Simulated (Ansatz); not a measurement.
**Co2CuSe2, from a guessed structure to a relaxed one**

Starting from a made-up structure for Co2CuSe2, the aim is the relaxed cell, its shortest contacts and, where a second run follows, its electronic structure.

Method: DFT, PBEsol, plane-wave PAW, files of the set soft_1, scalar-relativistic, ferromagnetic start, cell and ions relaxed at zero pressure; PAW set soft_1, in Ansatz 0.2.0.

### Step 1. Starting point

The structure is tetragonal, space group I4/mmm (No. 139). Conventional cell: a = 3.478 Å, b = 3.478 Å, c = 12.987 Å, α = 90.00°, β = 90.00°, γ = 90.00°. Nearest to Se lie 4 Co at 2.19 Å and 4 Cu at 3.12 Å. Nearest to Cu lie 8 Se at 3.12 Å and 4 Cu at 3.48 Å. Nearest to Co lie 4 Se at 2.19 Å. Farther neighbours and most contacts between anions are not listed.

Structure file:

```cif
data_structure
_symmetry_space_group_name_H-M 'I4/mmm'
_symmetry_Int_Tables_number 139
_cell_length_a 3.4780
_cell_length_b 3.4780
_cell_length_c 12.9870
_cell_angle_alpha 90.000
_cell_angle_beta 90.000
_cell_angle_gamma 90.000
_cell_volume 157.10
loop_
_atom_site_label
_atom_site_type_symbol
_atom_site_symmetry_multiplicity
_atom_site_Wyckoff_symbol
_atom_site_fract_x
_atom_site_fract_y
_atom_site_fract_z
_atom_site_occupancy
Se1 Se 4 e 0.50000 0.50000 0.14770 1
Cu1 Cu 2 a 0.00000 0.00000 0.00000 1
Co1 Co 4 d 0.50000 0.00000 0.25000 1
```

### Step 2. Relaxing cell and atoms

The guess takes its coordinates from another compound and its volume from a rule, so the cell and any free coordinates are relaxed together.

Contents of input.yaml:

```yaml
crystal:
  lattice:
    - [-1.739, 1.739, 6.4935]
    - [1.739, -1.739, 6.4935]
    - [1.739, 1.739, -6.4935]
  atoms:
    - { symbol: Se, position: [0.6477, 0.6477, 0.0] }
    - { symbol: Se, position: [0.3523, 0.3523, 0.0] }
    - { symbol: Cu, position: [0.0, 0.0, 0.0], spin: 0.6 }
    - { symbol: Co, position: [0.25, 0.75, 0.5], spin: 2.0 }
    - { symbol: Co, position: [0.75, 0.25, 0.5], spin: 2.0 }
magnetization:
  spin_polarized: true
kpoints:
  mp_grid: { grid: [11, 11, 11] }
scf:
  occupations: { method: fermi_dirac, width: 0.05 }
hamiltonian:
  xc: pbesol
  pseudopotentials: { kind: paw, azcp: { folder: soft_1 }, xc_functional: pbe }
relax:
  f_tol: 0.015
  max_steps: 70
  cell: {}
output:
  forces: true
  stress: true
```

Launch:

```sh
ansatz run input.yaml --threads 4 --pin off --max-ram 8192MiB --backend cpu --events-out ev --progress --plain --runs-dir out
```

Numbers of over 12 decimals in the logs are rounded to 6 here.

The log of the run:

```text
basis.fft_grid_basis auto: the FFT boxes are laid along the combinations [[1, 0, 1], [0, 1, 1], [0, 0, 1]] of the cell's own vectors, 3.478, 3.478 and 6.944 Å long. The dense box has 24×24×48 points. Along the cell's own vectors, as sized, it would have 48×48×48, 4.00 times as many. Of the 16 symmetry operations that the crystal satisfies within crystal.symmetry.tolerance (time reversal apart; of a slab, those that k [...]
Engine: ansatz 0.2.0, aarch64-unknown-linux-gnu
Pseudopotentials: kind: paw
Pseudopotential: Se, paw, valence charge 16, recommended cutoff 420 eV (normal), soft_1/Se.paw.azcp
Pseudopotential: Cu, paw, valence charge 19, recommended cutoff 420 eV (normal), soft_1/Cu.paw.azcp
Pseudopotential: Co, paw, valence charge 17, recommended cutoff 420 eV (normal), soft_1/Co.paw.azcp
Functional definition: PBEsol
  exchange = pbesol_x
  correlation = pbesol_c
Crystal: 5 atoms, lattice volume = 78.549 Å³
Basis set: ecut = 420 eV, 1549 PW (Γ), FFT grids on a1+a3, a2+a3, a3, exchange–correlation on 48×48×96 points (8 copies of the dense FFT grid, shifted against one another)
Bands: 54, of which v1, the nominal top of the filled ones, is band 43 counted from 1 (42 counted from 0)
Symmetry: 16 space group operations
Space group: I4/mmm (ITA 139), of the structure as read, at distance tolerance 4.3e-5 Å
Magnetic group: BNS 139.531 (UNI 1191), of the structure as read, at distance tolerance 4.3e-5 Å
k-points: 126 of 1331
Non-local potential: Se, projectors of the file, l = 0: 2, l = 1: 2, l = 2: 3, l = 3: 1
Non-local potential: Cu, projectors of the file, l = 0: 3, l = 1: 2, l = 2: 3, l = 3: 1
Non-local potential: Co, projectors of the file, l = 0: 3, l = 1: 2, l = 2: 3, l = 3: 1
PAW form: soft (Blöchl's): semilocal exchange-correlation on the pseudo side does not see the compensation charge
PAW frozen core: Se, regenerated for the run's functional, and the local potential with it (the file was generated under x = pbe(κ = 0.804, μ = 0.219515), c = pbe(β = 0.066725))
PAW frozen core: Cu, regenerated for the run's functional, and the local potential with it (the file was generated under x = pbe(κ = 0.804, μ = 0.219515), c = pbe(β = 0.066725))
PAW frozen core: Co, regenerated for the run's functional, and the local potential with it (the file was generated under x = pbe(κ = 0.804, μ = 0.219515), c = pbe(β = 0.066725))
PAW one-centre angular grid: Se, 590 points (default); XC on 64 Gauss nodes
PAW one-centre angular grid: Cu, 590 points (default); XC on 64 Gauss nodes
PAW one-centre angular grid: Co, 590 points (default); XC on 64 Gauss nodes
Initial density: superposition of atomic densities (chi_scale 0.1, normalization cell, long waves kept (reshape's long-wave potential 0.01 eV rms))
Starting moments: Σ|m| = 4.6 μB on 3 of 5 sites
Initial wavefunctions: pseudopotential atomic-orbital guess
Functional: x = pbesol(κ = 0.804, μ = 0.123457), c = pbesol(β = 0.046)
SCF iter   1: F=—  HF=-27614.941329 eV  |F-HF|=—  |Δ(HF+E_count)|=         —  Δρ=6.85e-2 (↑2.67e-2 ↓6.85e-2)  dr2=1.07e1  dr2_m=4.43e-1  M=3.193 μB ∫|m|=3.305 μB  β_m=0.30  ethr=3.10e-3  ⟨swp⟩=5.8  Hψ=51005  notcnv=0  defer=14
Mixer restart at iter 1: flushing history
preconditioner: auto → Kerker (q_TF=auto, 2.764 Å⁻¹)  [metal: Δε(μ)=0.003 eV  Ē_g=9.579 eV  σ=0.050 eV  W_gap=0.02  n_scr=32 (ndim 8)  ℏωp=26.8 eV  f_vac=0.002  D(μ)=3.95/eV (n_scr^D=34)]
spin=Collinear: Kerker preconditioning applied to the charge; magnetization (m = ρ↑ − ρ↓) channel mixes plain (no charge-response kernel on spin).
SCF iter   2: F=—  HF=-27618.178349 eV  |F-HF|=—  |Δ(HF+E_count)|=    3.24e0  Δρ=5.77e-2 (↑1.71e-2 ↓5.77e-2)  dr2=8.29e0  dr2_m=6.08e-1  M=2.877 μB ∫|m|=3.010 μB  β_m=0.65  ethr=3.10e-3  ⟨swp⟩=2.5  Hψ=21763  notcnv=0  defer=938
SCF iter   3: F=—  HF=-27622.119915 eV  |F-HF|=—  |Δ(HF+E_count)|=    3.94e0  Δρ=5.55e-2 (↑2.99e-2 ↓5.55e-2)  dr2=5.07e0  dr2_m=6.60e-1  M=1.957 μB ∫|m|=2.108 μB  β_m=0.36  ethr=3.10e-3  ⟨swp⟩=3.0  Hψ=23459  notcnv=0  defer=958
SCF iter   4: F=—  HF=-27621.716760 eV  |F-HF|=—  |Δ(HF+E_count)|=   4.03e-1  Δρ=3.31e-2 (↑3.25e-2 ↓3.31e-2)  dr2=2.77e0  dr2_m=4.19e-1  M=1.286 μB ∫|m|=1.491 μB  β_m=0.53  ethr=3.10e-3  ⟨swp⟩=2.2  Hψ=28527  notcnv=0  defer=1064
SCF iter   5: F=—  HF=-27621.046230 eV  |F-HF|=—  |Δ(HF+E_count)|=   6.71e-1  Δρ=5.86e-2 (↑5.86e-2 ↓3.33e-2)  dr2=5.13e0  dr2_m=1.40e-1  M=0.361 μB ∫|m|=0.511 μB  β_m=0.73  ethr=3.10e-3  ⟨swp⟩=2.8  Hψ=21608  notcnv=0  defer=1030
SCF iter   6: F=—  HF=-27621.745753 eV  |F-HF|=—  |Δ(HF+E_count)|=   7.00e-1  Δρ=2.47e-2 (↑2.47e-2 ↓1.27e-2)  dr2=3.11e-1  dr2_m=1.72e-1  M=0.557 μB ∫|m|=0.719 μB  β_m=0.87  ethr=3.10e-3  ⟨swp⟩=2.8  Hψ=21412  notcnv=0  defer=826
SCF iter   7: F=—  HF=-27622.071038 eV  |F-HF|=—  |Δ(HF+E_count)|=         —  Δρ=3.21e-2 (↑3.21e-2 ↓1.04e-2)  dr2=1.20e0  dr2_m=1.15e-1  M=0.040 μB ∫|m|=0.117 μB  β_m=0.87  ethr=3.66e-4  ⟨swp⟩=2.3  Hψ=19247  notcnv=0  defer=878
Mixer restart at iter 7: flushing history
SCF iter   8: F=—  HF=-27622.644199 eV  |F-HF|=—  |Δ(HF+E_count)|=   5.73e-1  Δρ=5.73e-2 (↑5.48e-2 ↓5.73e-2)  dr2=6.92e0  dr2_m=2.99e-3  M=0.060 μB ∫|m|=0.094 μB  β_m=0.50  ethr=3.66e-4  ⟨swp⟩=4.0  Hψ=32975  notcnv=0  defer=878  recentre
SCF iter   9: F=—  HF=-27622.024272 eV  |F-HF|=—  |Δ(HF+E_count)|=   6.20e-1  Δρ=2.14e-2 (↑2.14e-2 ↓1.28e-2)  dr2=7.06e-1  dr2_m=3.74e-2  M=0.031 μB ∫|m|=0.077 μB  β_m=0.49  ethr=3.66e-4  ⟨swp⟩=3.1  Hψ=31975  notcnv=0  defer=823
SCF iter  10: F=—  HF=-27621.933343 eV  |F-HF|=—  |Δ(HF+E_count)|=   9.09e-2  Δρ=8.95e-3 (↑8.95e-3 ↓2.64e-3)  dr2=1.23e-1  dr2_m=8.81e-3  M=0.019 μB ∫|m|=0.043 μB  β_m=0.45  ethr=3.66e-4  ⟨swp⟩=2.1  Hψ=27526  notcnv=0  defer=816
SCF iter  11: F=—  HF=-27621.919177 eV  |F-HF|=—  |Δ(HF+E_count)|=   1.42e-2  Δρ=2.18e-3 (↑2.18e-3 ↓1.77e-3)  dr2=1.78e-2  dr2_m=7.35e-4  M=0.008 μB ∫|m|=0.015 μB  β_m=0.70  ethr=1.45e-4  ⟨swp⟩=2.0  Hψ=17760  notcnv=0  defer=816
SCF iter  12: F=—  HF=-27621.917717 eV  |F-HF|=—  |Δ(HF+E_count)|=   1.46e-3  Δρ=2.11e-3 (↑2.11e-3 ↓1.67e-3)  dr2=9.37e-3  dr2_m=1.04e-4  M=-0.004 μB ∫|m|=0.007 μB  β_m=0.85  ethr=2.09e-5  ⟨swp⟩=2.0  Hψ=17892  notcnv=0  defer=816
SCF iter  13: F=—  HF=-27621.917632 eV  |F-HF|=—  |Δ(HF+E_count)|=   8.51e-5  Δρ=1.16e-3 (↑1.16e-3 ↓9.93e-4)  dr2=3.31e-3  dr2_m=9.53e-6  M=-0.002 μB ∫|m|=0.003 μB  β_m=0.93  ethr=1.10e-5  ⟨swp⟩=1.0  Hψ=15741  notcnv=0  defer=816
SCF iter  14: F=—  HF=-27621.917442 eV  |F-HF|=—  |Δ(HF+E_count)|=   1.90e-4  Δρ=3.29e-4 (↑3.29e-4 ↓2.88e-4)  dr2=2.74e-4  dr2_m=1.25e-6  M=-0.000 μB ∫|m|=0.001 μB  β_m=0.75  ethr=3.89e-6  ⟨swp⟩=1.1  Hψ=13641  notcnv=0  defer=816
[...]
relax step   5: F+E_penalty+E_count = -27622.60466773 eV  Δ(F+E_penalty+E_count) = -1.540e-4 eV  max|allowed force component| = 3.105e-3 eV/Å  Δτ_max = 0.0013 Å  P = +0.026 GPa  Ω = 75.799 Å³  energy of the carried Pulay correction = +1.912e-3 eV  (8 SCF iters, dr2 threshold 3.72e-7 eV, accepted)
[...]
relax step   6: F+E_penalty+E_count = -27622.60467224 eV  Δ(F+E_penalty+E_count) = -4.513e-6 eV  max|allowed force component| = 2.144e-3 eV/Å  Δτ_max = 0.0001 Å  P = -0.006 GPa  Ω = 75.821 Å³  energy of the carried Pulay correction = +1.896e-3 eV  (9 SCF iters, dr2 threshold 8.54e-9 eV, accepted)
Basis set: ecut = 420 eV, 1469 PW (Γ), FFT grids on a1+a3, a2+a3, a3, exchange–correlation on 48×48×90 points (8 copies of the dense FFT grid, shifted against one another)
Initial wavefunctions: pseudopotential atomic-orbital guess (no wavefunctions were taken with the density)
iter 1 solved again at ethr=1.24e-7 eV; its pass at ethr=3.10e-3 eV (dr2=1.06e-4 eV) is discarded
SCF iter   1: F=—  HF=-27622.603006 eV  |F-HF|=—  |Δ(HF+E_count)|=         —  Δρ=1.41e-4 (↑1.41e-4 ↓1.41e-4)  dr2=1.23e-5  dr2_m=3.06e-13  M=-0.000 μB ∫|m|=0.000 μB  β_m=0.65  ethr=1.24e-7  ⟨swp⟩=3.1  Hψ=85640  notcnv=0
spin=Collinear: Kerker preconditioning applied to the charge; magnetization (m = ρ↑ − ρ↓) channel mixes plain (no charge-response kernel on spin).
SCF iter   2: F=—  HF=-27622.603054 eV  |F-HF|=—  |Δ(HF+E_count)|=   4.84e-5  Δρ=1.62e-4 (↑1.62e-4 ↓1.62e-4)  dr2=4.38e-5  dr2_m=5.31e-14  M=-0.000 μB ∫|m|=0.000 μB  β_m=0.50  ethr=1.45e-8  ⟨swp⟩=2.0  Hψ=24336  notcnv=0
SCF iter   3: F=—  HF=-27622.603056 eV  |F-HF|=—  |Δ(HF+E_count)|=   2.04e-6  Δρ=7.77e-5 (↑7.77e-5 ↓7.77e-5)  dr2=9.59e-6  dr2_m=4.12e-14  M=0.000 μB ∫|m|=0.000 μB  β_m=0.44  ethr=1.45e-8  ⟨swp⟩=2.0  Hψ=24314  notcnv=0
SCF iter   4: F=—  HF=-27622.603056 eV  |F-HF|=—  |Δ(HF+E_count)|=   1.97e-7  Δρ=9.98e-6 (↑9.98e-6 ↓9.98e-6)  dr2=3.58e-7  dr2_m=9.87e-16  M=-0.000 μB ∫|m|=0.000 μB  β_m=0.51  ethr=1.13e-8  ⟨swp⟩=2.0  Hψ=23904  notcnv=0
SCF iter   5: F=—  HF=-27622.603057 eV  |F-HF|=—  |Δ(HF+E_count)|=   6.27e-7  Δρ=1.17e-5 (↑1.17e-5 ↓1.17e-5)  dr2=4.57e-7  dr2_m=9.54e-16  M=-0.000 μB ∫|m|=0.000 μB  β_m=0.51  ethr=4.21e-10  ⟨swp⟩=2.0  Hψ=15587  notcnv=0
SCF iter   6: F=—  HF=-27622.603057 eV  |F-HF|=—  |Δ(HF+E_count)|=   3.89e-7  Δρ=7.29e-6 (↑7.29e-6 ↓7.28e-6)  dr2=2.06e-7  dr2_m=1.78e-15  M=-0.000 μB ∫|m|=0.000 μB  β_m=0.75  ethr=4.21e-10  ⟨swp⟩=2.0  Hψ=17646  notcnv=0
SCF iter   7: F=—  HF=-27622.603058 eV  |F-HF|=—  |Δ(HF+E_count)|=   2.68e-7  Δρ=5.58e-6 (↑5.58e-6 ↓5.58e-6)  dr2=1.58e-7  dr2_m=4.08e-16  M=0.000 μB ∫|m|=0.000 μB  β_m=0.80  ethr=2.42e-10  ⟨swp⟩=2.0  Hψ=17781  notcnv=0
SCF iter   8: F=—  HF=-27622.603058 eV  |F-HF|=—  |Δ(HF+E_count)|=   6.47e-8  Δρ=2.98e-6 (↑2.98e-6 ↓2.98e-6)  dr2=1.50e-8  dr2_m=2.70e-16  M=0.000 μB ∫|m|=0.000 μB  β_m=0.75  ethr=1.85e-10  ⟨swp⟩=2.0  Hψ=21641  notcnv=0
SCF iter   9: F=—  HF=-27622.603058 eV  |F-HF|=—  |Δ(HF+E_count)|=   5.77e-8  Δρ=5.89e-7 (↑5.89e-7 ↓5.89e-7)  dr2=5.25e-10  dr2_m=3.39e-17  M=0.000 μB ∫|m|=0.000 μB  β_m=0.87  ethr=1.76e-11  ⟨swp⟩=2.0  Hψ=24048  notcnv=0
SCF iter  10: F=—  HF=-27622.603058 eV  |F-HF|=—  |Δ(HF+E_count)|=   2.28e-8  Δρ=4.01e-7 (↑4.01e-7 ↓4.01e-7)  dr2=4.25e-10  dr2_m=1.84e-18  M=-0.000 μB ∫|m|=0.000 μB  β_m=0.89  ethr=1.00e-12  ⟨swp⟩=2.0  Hψ=24302  notcnv=0
SCF iter  11: F=—  HF=-27622.603058 eV  |F-HF|=—  |Δ(HF+E_count)|=  3.60e-10  Δρ=9.64e-8 (↑9.64e-8 ↓9.63e-8)  dr2=2.33e-11  dr2_m=1.82e-18  M=-0.000 μB ∫|m|=0.000 μB  β_m=0.94  ethr=1.00e-12  ⟨swp⟩=2.0  Hψ=18116  notcnv=0
SCF iter  12: F=-27622.603058 eV  HF=-27622.603058 eV  |F-HF|=3.64e-12  |Δ(HF+E_count)|=  7.28e-12  Δρ=7.23e-8 (↑7.23e-8 ↓7.23e-8)  dr2=2.00e-11  dr2_m=6.00e-20  M=-0.000 μB ∫|m|=0.000 μB  ethr=1.00e-12  ⟨swp⟩=3.0  Hψ=45972  notcnv=0
the starting moments were not kept: the SCF closed with an absolute magnetisation of 1.9e-10 μB, where they sum to 4.6 μB in size (3 sites). That is at most 0.1 of that sum. Measured as dr2_m measures the in/out step, that magnetisation stands 0 eV from none, at or under the dr2_threshold of 5.0e-11 eV: it is no larger than a step whose dr2_m would equal this threshold.
SCF 7 converged in 12 iterations: F = -27622.603058 eV  dr2 = 2.00e-11
relax step   7: F+E_penalty+E_count = -27622.60305762 eV  Δ(F+E_penalty+E_count) = +1.615e-3 eV  max|allowed force component| = 2.038e-3 eV/Å  Δτ_max = 0.0000 Å  P = -0.020 GPa  Ω = 75.821 Å³  stress off target by 4.39e-2 GPa  SCF on the basis re-selected at this cell (its energy is not comparable with the rows above)  (12 SCF iters)
basis re-selected at this cell: Δ(F+E_penalty+E_count) = +1.615e-3 eV, ΔP = -0.014 GPa vs the last step (what re-selecting the basis moved, of the pressure what is left beyond the Pulay correction that the steps carried, after the strain that the cell walked since its last selection, with what the two solves' SCF thresholds leave and, on support functions, any second-order correction that the steps lacked; it is no measure of the basis error at this ecutwfc). The dense FFT grid was sized anew with the basis: this SCF ran on 24×24×45 points, the steps before it on 24×24×48, so part of this shift can come from that change (see relax.cell in the input reference). [rest of the remark cut]
SCF converged after 12 iterations
Magnetization: -0.0000 μB (42.5000 up, 42.5000 down)
Absolute magnetization: 0.0000 μB (∫|ρ↑−ρ↓|, with the PAW one-centre terms)
Spin contamination: 0.0000 ħ² per cell (⟨S²⟩ above its minimum at these occupations)
Per-site moments (μB) at R_I (Å): [(-7.058724955123476e-12, 0.951550), (-7.058755010262745e-12, 0.951550), (5.219541059529451e-12, 1.213969), (-2.996856653567867e-11, 0.951550), (-2.996879786485176e-11, 0.951550)]
Free energy (F): -27622.603058 eV
Harris-Foulkes:  -27622.603058 eV  (|F-HF|=3.64e-12)
Internal energy: -27622.578050 eV  (E = F + TS)
E sigma→0 (E₀):  -27622.590554 eV
Entropy (-TS):   -0.025008 eV (-5.002 meV/atom)
Fermi energy:    13.834346 eV
--- Per-component energies (eV) ---
  E_band       = -1679.427665
  E_kinetic    = 1074.878896
  E_local      = -16600.970037  (includes V_loc(G=0)·N_el)
  E_nonlocal   = 1087.747072
  E_hartree    = 7765.782516
  E_xc         = -420.049192
  E_vxc        = -505.166908  (∫ρ·V_xc dr)
  E_paw        = -9051.786504  (= ΣΔE_a)
  E_vpaw       = -2267.482106  (= ΣTr[D̂ρ^β])
  E_aug_tail   = 0.000026  (compensation charges beyond the density's cutoff)
  E_ewald      = -11480.780771
  E_core_change = 2.599945  (= ΣΔE_core)
  E_smearing   = -0.025008  (= −TS)
  E_closure    = -0.000000  (closes the sum)
  Σ components = -27622.603058   (vs F -27622.603058, Δ=0.00e0)
--- Forces (eV/Å), atoms counted from 1 ---
  atom   1  Se     0.00000000     0.00000000     0.00203782
  atom   2  Se    -0.00000000     0.00000000    -0.00203782
  atom   3  Cu     0.00000000     0.00000000     0.00000000
  atom   4  Co     0.00000000     0.00000000     0.00000000
  atom   5  Co     0.00000000     0.00000000     0.00000000
  max |Σ_I F_I| component: 1.30e-18 eV/Å
--- Stress (GPa, compression-positive) ---
       -0.007925       0.000000       0.000000
        0.000000      -0.007925      -0.000000
       -0.000000       0.000000      -0.043934
  P = ⅓ Tr σ = -0.0199 GPa (-0.199 kbar)
--- Relaxed structure (6 steps of the walk, 6 accepted, 1 SCFs on fresh bases) ---
  F+E_penalty+E_count = -27622.60305762 eV   max|allowed force component| = 2.038e-3 eV/Å   (the final SCF, on the basis selected at the relaxed cell)
  cell:  # Å, volume = 75.8212 Å³
    - [-1.746634, 1.746634, 6.213358]
    - [1.746634, -1.746634, 6.213358]
    - [1.746634, 1.746634, -6.213358]
  atoms:
    - { symbol: Se, position: [0.628743, 0.628743, 0] }
    - { symbol: Se, position: [0.371257, 0.371257, 0] }
    - { symbol: Cu, position: [1.3021362428076272e-18, 1.3021362428076268e-18, 0] }
    - { symbol: Co, position: [0.250000, 0.75, 0.500000] }
    - { symbol: Co, position: [0.75, 0.250000, 0.500000] }
```

Run time: 2.4 min. Hardware: 4 threads of Arm Neoverse V1, shared host; peak memory 1 GiB; 9.4 min of CPU time.

Step by step:

```tsv
step	energy less that of the first step (eV)	largest force component (eV/Å)	pressure (GPa)	volume (Å³)
1	0.0000	3.5082	12.56	78.55
2	-0.5556	1.4436	4.71	76.85
3	-0.6822	0.2359	1.72	75.05
4	-0.6871	0.0348	0.33	75.66
5	-0.6873	0.0031	0.03	75.80
6	-0.6873	0.0021	-0.01	75.82
7*	-0.6857	0.0020	-0.02	75.82
```

Relaxation steps marked * repeat the geometry before them on a plane-wave basis chosen anew for their cell, so energy and pressure can jump there.

Forces are held to the 16 operations that the run works with; a distortion that breaks them can't arise in this run.

```tsv
conventional cell, symmetrised	before	after	change
a (Å)	3.478	3.493	+0.4 %
b (Å)	3.478	3.493	+0.4 %
c (Å)	12.987	12.427	-4.3 %
volume (Å³/atom)	15.71	15.16	-3.5 %
```

The atoms that moved most (Å, as changes of fractional coordinates times the final cell):

```tsv
atom	dx	dy	dz	length
Se2	0.000	0.000	0.236	0.236
Se1	0.000	0.000	-0.236	0.236
```

Final coordinates:

```cif
data_structure
_symmetry_space_group_name_H-M 'P 1'
_symmetry_Int_Tables_number 1
_cell_length_a 6.6864
_cell_length_b 6.6864
_cell_length_c 6.6864
_cell_angle_alpha 149.715
_cell_angle_beta 149.715
_cell_angle_gamma 43.360
_cell_volume 75.82
loop_
_atom_site_label
_atom_site_type_symbol
_atom_site_fract_x
_atom_site_fract_y
_atom_site_fract_z
_atom_site_occupancy
Se1 Se 0.62874 0.62874 0.00000 1
Se2 Se 0.37126 0.37126 0.00000 1
Cu3 Cu 0.00000 0.00000 0.00000 1
Co4 Co 0.25000 0.75000 0.50000 1
Co5 Co 0.75000 0.25000 0.50000 1
```

This step gave:

| Property | Result |
| --- | --- |
| free energy | -27622.6031 eV |
| energy at zero smearing | -27622.5906 eV |
| smearing term TS | 0.02501 eV |
| Fermi energy | 13.83 eV |
| electrons | 85 |
| symmetry operations | 16 |
| pressure | -0.01993 GPa |

The shortest distance of each pair, which need not be the same contact before and after:

```tsv
pair	guess (Å)	relaxed (Å)
Co–Se	2.188	2.307
Co–Co	2.459	2.470
Cu–Se	3.119	2.943
Se–Se	3.478	3.200
Cu–Cu	3.478	3.493
```

The relaxation ends with a largest force component of 0.0020 eV/Å and a pressure of -0.02 GPa. The starting moments have collapsed: the run ends non-magnetic.

### Step 3. Outcome

* space group, relaxed: I4/mmm
* conventional cell: a = 3.493, b = 3.493, c = 12.427 Å; α = 90.0°, β = 90.0°, γ = 90.0°
* volume per atom: 15.16 Å³ (guess 15.71)
* total moment: 0.00 μB in the cell of 5 atoms

What this shows: Co2CuSe2 relaxes to I4/mmm with a = 3.493, b = 3.493 and c = 12.427 Å. The guessed volume was 4 % too large. The space group I4/mmm was held in the relaxation, so the end point is a stationary structure within it and may be a saddle against distortions or other arrangements. The moments died out from this one start and weren't seeded again at the relaxed cell. Mesh and cutoff weren't tested. No dispersion term is used, so weakly bound directions may come out too long. Nothing here tests whether the compound is stable against decomposition.

[Logs are printed without paths, hosts, clocks, repeated set-up lines and the standing remarks that a program may print on its own settings, such as how far it seeks lower states.]

[Hosts, paths, dates, database ids (printed as entryN), source tags and the programs' standing remarks are cut or masked in the printed files.]
